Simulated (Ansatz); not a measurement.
# Is the response still linear at 0.4 V/Å? Pt(110), 7 layers

The dipole of a slab grows in proportion to a weak field along its normal. Does the weak-field slope carry to a strong field?

Set-up. Ansatz 0.2.0, plane waves with PAW datasets (its set soft_2), LDA; atoms held at bulk places, 18 Å of vacuum, dipole correction, cell area 10.87 Å², 14×18 k-points, smearing 0.1 eV. Without field the slab has no gap over 0.05 eV.

```tsv
run	field (V/Å)	dipole (e·Å)
run 1	−0.10	−0.06689
run 2	−0.05	−0.03344
run 3	0.00	0.00000
run 4	0.05	0.03344
run 5	0.10	0.06689
run 6	0.40	?
```

Q: Estimate the withheld value from the rows shown.

A least-squares line through the 5 rows shown has slope 0.668880 and intercept 0.000000; no row lies more than 0.00001 e·Å off it. A perfect conductor with that slope would be 180.95 × 0.66888 / 10.87 = 11.13 Å thick. At 0.40 it gives 0.668880 × 0.40 + 0.000000 = 0.26755 e·Å, beyond the rows fitted. Rounding and scatter of the rows alone allow about ±0.00002 e·Å there.

The run itself gives 0.26768 e·Å: a miss of +0.00013 e·Å. That is under 1 % of the induced dipole, so the response is still linear.

**Limits.** Ions are held, so this is the electronic response. Of the series that stay linear within 1 %, this collection keeps about one in seven, and it keeps all that bend. Spin-orbit coupling is left out, which changes the bands of elements this heavy.

[Logs are printed without paths, hosts, clocks, repeated set-up lines and the standing remarks that a program may print on its own settings, such as how far it seeks lower states.]
